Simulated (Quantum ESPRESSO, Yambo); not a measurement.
# V2O5 (Pmmn): G0W0 in Yambo against the bands, part 2 of 2

Wanted: the cheapest bands that holds the gap of V2O5 (Pmmn).

Yambo 5.3.0; LDA and many-body steps on it, plane waves. Known limits of the many-body steps: not at the basis limit; no spin polarisation; coarse k mesh.

So far. Step 4 (143 bands): Against the run before, the gap moves by −0.130 eV.

### 5. 217 bands

Level of this step: G0W0 on LDA, plane waves, norm-conserving pseudopotentials (Yambo).

Input file gw4.in:

```
HF_and_locXC
gw0
dyson
ppa
em1d
rim_cut
RandQpts= 1000000
RandGvec= 1 RL
EXXRLvcs= 76 Ry
VXCRLvcs= 304 Ry
Chimod= "HARTREE"
% BndsRnXp
 1 | 217 |
%
NGsBlkXp= 5.5 Ry
% LongDrXp
 1 | 1 | 1 |
%
% GbndRnge
 1 | 217 |
%
DysSolver= "n"
ExtendOut
PPAPntXp= 27.21138 eV
% QPkrange
 9 | 9 | 55 | 58 |
 1 | 1 | 55 | 58 |
 3 | 3 | 55 | 58 |
%
```

Command:

```sh
> OMP_NUM_THREADS=2 mpirun -n 4 yambo -F gw4.in -J gw4 -C gw4 > gw4.log
```

The log of the run:

```text
 Yambo, version 5.3.0

 [02] CORE Variables Setup
 =========================

  [... cell, symmetries and grids as in the set-up ...]

  [02.05] Energies & Occupations
  ==============================

  [X] === General ===
  [X] Electronic Temperature                        :  0.000000  0.000000 [eV K]
  [X] Bosonic    Temperature                        :  0.000000  0.000000 [eV K]
  [X] Finite Temperature mode                       : no
  [X] El. density                                   :  0.62495E+24 [cm-3]
[...]
QP @ state[ 1 ] b range                          :   55   58
   QP @ state[ 2 ] K range                          :  3  3
   QP @ state[ 2 ] b range                          :   55   58
   QP @ state[ 3 ] K range                          :   9   9
   QP @ state[ 3 ] b range                          :   55   58
   GF energies kind                                 : Slater exchange(X)+Perdew & Wang(C)
   GF WF`s kind                                     : Slater exchange(X)+Perdew & Wang(C)
   Xs energies kind                                 : Slater exchange(X)+Perdew & Wang(C)
   Xs WF`s kind                                     : Slater exchange(X)+Perdew & Wang(C)

 [11] Game Over & Game summary
```

Elapsed: 4.5 min, on 4 MPI ranks of AMD EPYC 7R43, shared host; peak memory 5.2 GiB.

This step gave:

```yaml
g0w0_gap_on_the_points_computed: 3.672 eV
starting_gap_on_the_mesh: 1.747 eV
k_of_the_valence_top: -0.5, 0, -0.5
k_of_the_conduction_bottom: 0, 0, 0
least_direct_g0w0_gap_on_the_computed_points: 3.955 eV
```

Against the run before, the gap moves by −0.010 eV.

### 6. 304 bands

gw5.in, as its differences from gw4.in of step 5:

```diff
@@ -12,3 +12,3 @@
 % BndsRnXp
- 1 | 217 |
+ 1 | 304 |
 %
@@ -19,3 +19,3 @@
 % GbndRnge
- 1 | 217 |
+ 1 | 304 |
 %
```

Command:

```sh
> OMP_NUM_THREADS=2 mpirun -n 4 yambo -F gw5.in -J gw5 -C gw5 > gw5.log
```

The log of the run:

```text
 Yambo, version 5.3.0

 [02] CORE Variables Setup
 =========================

  [... cell, symmetries and grids as in the set-up ...]

  [02.05] Energies & Occupations
  ==============================

  [X] === General ===
  [X] Electronic Temperature                        :  0.000000  0.000000 [eV K]
  [X] Bosonic    Temperature                        :  0.000000  0.000000 [eV K]
  [X] Finite Temperature mode                       : no
  [X] El. density                                   :  0.62495E+24 [cm-3]
[...]
QP @ state[ 1 ] b range                          :   55   58
   QP @ state[ 2 ] K range                          :  3  3
   QP @ state[ 2 ] b range                          :   55   58
   QP @ state[ 3 ] K range                          :   9   9
   QP @ state[ 3 ] b range                          :   55   58
   GF energies kind                                 : Slater exchange(X)+Perdew & Wang(C)
   GF WF`s kind                                     : Slater exchange(X)+Perdew & Wang(C)
   Xs energies kind                                 : Slater exchange(X)+Perdew & Wang(C)
   Xs WF`s kind                                     : Slater exchange(X)+Perdew & Wang(C)

 [11] Game Over & Game summary
```

It took 6.4 min on 4 MPI ranks; peak memory 5.2 GiB; 45 min of CPU time.

This step gave:

```yaml
g0w0_gap_on_the_points_computed: 3.640 eV
starting_gap_on_the_mesh: 1.747 eV
k_of_the_valence_top: -0.5, 0, -0.5
k_of_the_conduction_bottom: 0, 0, 0
least_direct_g0w0_gap_on_the_computed_points: 3.928 eV
```

Against the run before, the gap moves by −0.032 eV.

### 7. 403 bands

gw6.in, as its differences from gw5.in of step 6:

```diff
@@ -12,3 +12,3 @@
 % BndsRnXp
- 1 | 304 |
+ 1 | 403 |
 %
@@ -19,3 +19,3 @@
 % GbndRnge
- 1 | 304 |
+ 1 | 403 |
 %
```

Command:

```sh
> OMP_NUM_THREADS=2 mpirun -n 4 yambo -F gw6.in -J gw6 -C gw6 > gw6.log
```

The log of the run:

```text
 Yambo, version 5.3.0

 [02] CORE Variables Setup
 =========================

  [... cell, symmetries and grids as in the set-up ...]

  [02.05] Energies & Occupations
  ==============================

  [X] === General ===
  [X] Electronic Temperature                        :  0.000000  0.000000 [eV K]
  [X] Bosonic    Temperature                        :  0.000000  0.000000 [eV K]
  [X] Finite Temperature mode                       : no
  [X] El. density                                   :  0.62495E+24 [cm-3]
[...]
QP @ state[ 1 ] b range                          :   55   58
   QP @ state[ 2 ] K range                          :  3  3
   QP @ state[ 2 ] b range                          :   55   58
   QP @ state[ 3 ] K range                          :   9   9
   QP @ state[ 3 ] b range                          :   55   58
   GF energies kind                                 : Slater exchange(X)+Perdew & Wang(C)
   GF WF`s kind                                     : Slater exchange(X)+Perdew & Wang(C)
   Xs energies kind                                 : Slater exchange(X)+Perdew & Wang(C)
   Xs WF`s kind                                     : Slater exchange(X)+Perdew & Wang(C)

 [11] Game Over & Game summary
```

Run time: 8.6 min. Hardware: 4 MPI ranks; peak memory 5.1 GiB; 62 min of CPU time.

This step gave:

```yaml
g0w0_gap_on_the_points_computed: 3.619 eV
starting_gap_on_the_mesh: 1.747 eV
k_of_the_valence_top: -0.5, 0, -0.5
k_of_the_conduction_bottom: 0, 0, 0
least_direct_g0w0_gap_on_the_computed_points: 3.907 eV
```

Against the run before, the gap moves by −0.021 eV.

### 8. Side by side

Times are wall times on 4 MPI ranks of AMD EPYC 7R43, shared host, good to a factor of about two.

```
      run   mesh  bands  screening cutoff (eV)  DFT gap (eV)  gap on the mesh (eV)  direct (eV)     time
 76 bands  4×1×4     76                   74.8         1.747                 3.986        4.270     58 s
 99 bands  4×1×4     99                   74.8         1.747                 3.812        4.080     84 s
143 bands  4×1×4    143                   74.8         1.747                 3.682        3.967  2.4 min
217 bands  4×1×4    217                   74.8         1.747                 3.672        3.955  4.5 min
304 bands  4×1×4    304                   74.8         1.747                 3.640        3.928  6.4 min
403 bands  4×1×4    403                   74.8         1.747                 3.619        3.907  8.6 min
```

### 9. What came out

* 76 bands: 3.986 eV
* 99 bands: 3.812 eV
* 143 bands: 3.682 eV
* 217 bands: 3.672 eV
* 304 bands: 3.640 eV
* 403 bands: 3.619 eV
* known limits: not at the basis limit; no spin polarisation; coarse k mesh

**Reading.** The setting moved: bands. From 76 bands to 403 bands the gap moves by −0.37 eV, for 9.0 times the time. The last step still moves it by −0.021 eV. Bands and screening cutoff are coupled, so a series along one setting does not show full convergence. Bands and cutoff are finite, so the gap is not at the basis limit. The miss can reach some tenths of an eV and take either sign; the mesh is an error of its own. In the G0W0 runs levels were corrected at 3 k points alone, so a gap called «on the mesh» is the least over those, and an edge elsewhere would be missed. The 4×1×4 mesh is coarse for this cell, which bears on the long-range parts of exchange and screening. The runs have no spin polarisation. For a closed low-spin shell that is the natural state; where a d or f shell is open it is a constraint, and the gap is then not the crystal's own.

[Paths, hosts, dates, memory and timing lines, banners, echoed tables and standing remarks are left out of the program output.]

[Logs are printed without paths, hosts, clocks, repeated set-up lines and the standing remarks that a program may print on its own settings, such as how far it seeks lower states.]

[Runs of the session that timed out or met a known fault of the program may be left out.]

[Hosts, paths, dates, database ids (printed as entryN), source tags and the programs' standing remarks are cut or masked in the printed files.]
